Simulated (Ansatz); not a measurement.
## Twisted h-SiC/h-AlN monolayer on bilayer, 52.66° (366 atoms): a reference run and its variants

The cell holds 366 atoms: 122 Si, 122 C, 61 Al and 61 N. Cell: a = 24.329 Å, b = 24.329 Å, c = 18.580 Å, α = 90.0°, β = 90.0°, γ = 120.0°. It derives from SiC and AlN. h-SiC (a = 3.1 Å) under h-AlN (a = 3.13 Å), monolayer on bilayer, commensurate cell of 61 unit cells a layer, twist 52.66 deg, both strained to the mean lattice constant; facing planes 3.19, 3.39 Å apart; 12 Å of vacuum; layers as built, displaced by a Gaussian of 0.01 Å. Regions: layer 1, 122 atoms (61 Si and 61 C); layer 2, 122 atoms (61 Si and 61 C); layer 3, 122 atoms (61 Al and 61 N). Vacuum lies along c.

Geometry: as built.

Reference run: Kohn-Sham DFT, PBEsol, PAW (set soft_2), plane waves (Ansatz 0.2.0), cutoff 420 eV, k-mesh 3×3×1, fixed occupations.

* r.m.s. force component: 0.3265 eV/Å
* gap (highest filled to lowest empty level): 1.7 eV
* SCF cycles: 10
* time: 84 s on 1 × NVIDIA H100 80GB HBM3 with 5 threads of AMD EPYC 7R13 (Zen 3), shared host

**Question.** The cell is repeated and solved at Γ. How do error, time and memory go?
- plane waves, 366 atoms (1×1×1)
- support functions, 366 atoms (1×1×1)
- support functions, 1464 atoms (2×2×1)
- truncated density matrix, 1464 atoms (2×2×1)
- support functions, 3294 atoms (3×3×1)
- truncated density matrix, 3294 atoms (3×3×1)

Differences are against the typed cell on a 3×3×1 mesh, which samples like Γ on 3294 atoms (r.m.s. force component 0.327 eV/Å, gap 1.70 eV). Every repeated cell is solved at Γ, and forces are averaged over the copies of each atom. Hardware: 1 × NVIDIA H100 80GB HBM3 with 5 threads of AMD EPYC 7R13 (Zen 3), shared host.

```
atoms  repeats                     basis  Δ force, r.m.s. (meV/Å)  Δ energy (meV/atom)  less plane waves of the same size (meV/atom)  gap (eV)  spread among copies (meV/Å)  SCF cycles     time  host memory (GiB)  planned on the GPU (GiB)
  366    1×1×1               plane waves                    0.681                0.229                                             -                    1.82                            -          10    6.3 s                2.4                        28
  366    1×1×1         support functions                    0.678                -2.07                                          -2.3                    1.82                            -          19     11 s                2.6                        11
 1464    2×2×1         support functions                    0.211                -2.29                                             -                    1.68                        0.041          20     52 s                7.9                        39
 1464    2×2×1  truncated density matrix                    0.218                -2.29                                             -                       -                        0.038          21     59 s                7.8                        40
 3294    3×3×1         support functions                    0.215                -2.29                                             -                    1.70                        0.041          20  4.9 min                 37                        43
 3294    3×3×1  truncated density matrix                    0.207                -2.29                                             -                       -                        0.036          22  5.1 min                 37                        41
```

With support functions, the time grows as the 2.1 power of the atom count between the two largest sizes, 1464 and 3294 atoms. With the truncated density matrix, the time grows as the 2.0 power of the atom count between the two largest sizes, 1464 and 3294 atoms. At 3294 atoms truncation (run in mixed precision) changes the energy by +0.0002 meV/atom and takes 1.0 times the time of the full density matrix. At equal size the support functions lie 2.3 meV/atom below plane waves, likely because their grid holds more waves than 420 eV; no run tests this. At the largest size the support functions' forces differ from the reference by 0.066 % of the r.m.s. force, where they sample the same k-points. In some support-function runs the search for missed states was left out or partial.

[Logs are printed without paths, hosts, clocks, repeated set-up lines and the standing remarks that a program may print on its own settings, such as how far it seeks lower states.]

[Hosts, paths, dates, database ids (printed as entryN), source tags and the programs' standing remarks are cut or masked in the printed files.]
